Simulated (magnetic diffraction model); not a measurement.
## Which magnetic order? Ba2NdCrSe5

Space group P-1 (no. 2), a = 7.1030 Å, b = 8.8350 Å, c = 9.3860 Å, α = 104.13°, β = 101.79°, γ = 107.19°.

| site | atom | x | y | z |
| --- | --- | --- | --- | --- |
| 2i | Nd | 0.9987 | 0.7280 | 0.9908 |
| 2i | Ba | 0.3378 | 0.5070 | 0.6994 |
| 2i | Ba | 0.6281 | 0.9722 | 0.2921 |
| 2i | Se | 0.4891 | 0.7439 | 0.4950 |
| 2i | Se | 0.7036 | 0.4147 | 0.9487 |
| 2i | Se | 0.7014 | 0.9086 | 0.9226 |
| 2i | Se | 0.9769 | 0.1432 | 0.6835 |
| 2i | Se | 0.9880 | 0.6847 | 0.6764 |
| 2i | Cr | 0.8066 | 0.8678 | 0.6866 |

The compound is invented for this exercise: a known structure type with other elements, its cell scaled to their sizes and not relaxed.

Only Nd and Cr are taken to order (form factors of Nd3+ and Cr3+); orders and moment sizes are assumed, and not adapted to the symmetry. Radiation: neutrons of λ = 1.909 Å, 3° to 30°; isotropic B of 0.45 Å² (Nd), 0.55 Å² (Ba), 0.69 Å² (Se) and 0.9 Å² (Cr). Simulated constant-wavelength pattern: nuclear and magnetic terms add, the magnetic one as |2.695 fm × Σ f S⊥ exp(2πi Q·r) exp(−B s²)|², summed over all Q at one angle with the factor 1/(sin²θ cos θ). For collinear order S is the moment m, which repeats by lattice and centring translations R with the sign exp(−2πi k·R). Free-ion form factors, Sears's scattering lengths of 1992, no absorption; a label names one of the reflections at its angle. The strongest nuclear line in the range is 100, and lines under 0.2 are left out.

Above the ordering temperature:

```csv
2θ (°),index,I
12.62,(0 0 1),25.7
13.74,(0 1 0),14.5
15.34,(0 1 -1),1.7
16.95,(1 0 0),49.7
17.52,(1 -1 0),14.5
17.87,(1 0 -1),100.0
21.30,(-1 1 1),1.1
21.55,(0 1 1),33.2
21.99,(1 -1 1),12.8
23.85,(1 1 -1),18.0
24.07,(1 0 1),5.5
24.63,(0 1 -2),30.0
25.39,(0 0 2),17.8
25.54,(1 1 0),1.2
26.02,(1 0 -2),3.1
26.41,(0 2 -1),2.1
26.69,(1 -2 0),2.9
27.68,(0 2 0),19.2
27.85,(1 -2 1),24.3
28.52,(1 1 -2),1.6
```

Below it (cell unchanged):

| 2θ (°) | I |
| --- | --- |
| 8.45 | 595.7 |
| 12.62 | 25.7 |
| 12.93 | 156.7 |
| 13.26 | 57.8 |
| 13.74 | 14.5 |
| 15.34 | 1.7 |
| 16.93 | 3.6 |
| 16.95 | 49.7 |
| 17.19 | 0.9 |
| 17.52 | 14.5 |
| 17.87 | 100.0 |
| 18.13 | 27.1 |
| 19.65 | 10.1 |
| 21.30 | 1.1 |
| 21.55 | 33.2 |
| 21.99 | 12.8 |
| 23.85 | 18.0 |
| 24.07 | 5.5 |
| 24.20 | 3.8 |
| 24.23 | 0.7 |
| 24.63 | 30.0 |
| 24.89 | 110.4 |
| 25.22 | 15.4 |
| 25.39 | 17.8 |
| 25.54 | 1.2 |
| 25.54 | 13.1 |
| 25.74 | 7.2 |
| 25.80 | 6.4 |
| 25.86 | 2.4 |
| 26.02 | 3.1 |
| 26.26 | 0.4 |
| 26.41 | 2.1 |
| 26.69 | 2.9 |
| 26.91 | 9.7 |
| 27.68 | 19.2 |
| 27.85 | 24.3 |
(The table stops after 36 lines; 4 more lie at higher angle.)

**Question.** Find the propagation vector, then choose among these models:
A. collinear moments along [110], 2.8 μB on Nd and 2.57 μB on Cr; signs + at (0.9987, 0.7280, 0.9908), − at (0.0013, 0.2720, 0.0092), + at (0.8066, 0.8678, 0.6866), + at (0.1934, 0.1322, 0.3134)
B. collinear moments along [111], 2.8 μB on Nd and 2.57 μB on Cr; signs + at (0.9987, 0.7280, 0.9908), − at (0.0013, 0.2720, 0.0092), + at (0.8066, 0.8678, 0.6866), + at (0.1934, 0.1322, 0.3134)
C. collinear moments along [111], 2.8 μB on Nd and 2.57 μB on Cr; signs + at (0.9987, 0.7280, 0.9908), − at (0.0013, 0.2720, 0.0092), + at (0.8066, 0.8678, 0.6866), − at (0.1934, 0.1322, 0.3134)
D. collinear moments along [110], 2.8 μB on Nd and 2.57 μB on Cr; signs + at (0.9987, 0.7280, 0.9908), − at (0.0013, 0.2720, 0.0092), + at (0.8066, 0.8678, 0.6866), − at (0.1934, 0.1322, 0.3134)

The new lines index as (1/2 0 0) at 8.45°, (1/2 0 -1) at 12.93°, (1/2 -1 0) at 13.26° and (1/2 -1 1) at 16.93°, that is as H ± k with k = (1/2 0 0). Half indices mean that the moments reverse under translations with k·R a half-integer, and the magnetic cell has twice the primitive volume.

Magnetic intensity, observed (below minus above) and for each model:

| 2θ (°) | index | observed | A | B | C | D |
| --- | --- | --- | --- | --- | --- | --- |
| 8.45 | (1/2 0 0) | 595.7 | 215.0 | 248.3 | 595.7 | 516.0 |
| 12.93 | (1/2 0 -1) | 156.7 | 188.1 | 196.5 | 156.7 | 150.0 |
| 13.26 | (1/2 -1 0) | 57.8 | 5.8 | 6.1 | 57.8 | 55.5 |
| 16.93 | (1/2 -1 1) | 3.6 | 50.9 | 52.1 | 3.6 | 3.6 |
| 17.19 | (1/2 0 1) | 0.9 | 80.7 | 16.2 | 0.9 | 4.5 |
| 24.89 | (3/2 0 -1) | 110.4 | 18.3 | 33.9 | 110.4 | 59.7 |
| 25.74 | (1/2 -2 1) | 7.2 | 24.6 | 43.1 | 7.2 | 4.1 |
| 29.16 | (1/2 0 2) | 3.7 | 38.7 | 7.9 | 3.7 | 17.9 |

Model C matches.

The structure used: k = (1/2 0 0), collinear moments along [111], 2.8 μB on Nd and 2.57 μB on Cr; signs + at (0.9987, 0.7280, 0.9908), − at (0.0013, 0.2720, 0.0092), + at (0.8066, 0.8678, 0.6866), − at (0.1934, 0.1322, 0.3134).

[Logs are printed without paths, hosts, clocks, repeated set-up lines and the standing remarks that a program may print on its own settings, such as how far it seeks lower states.]
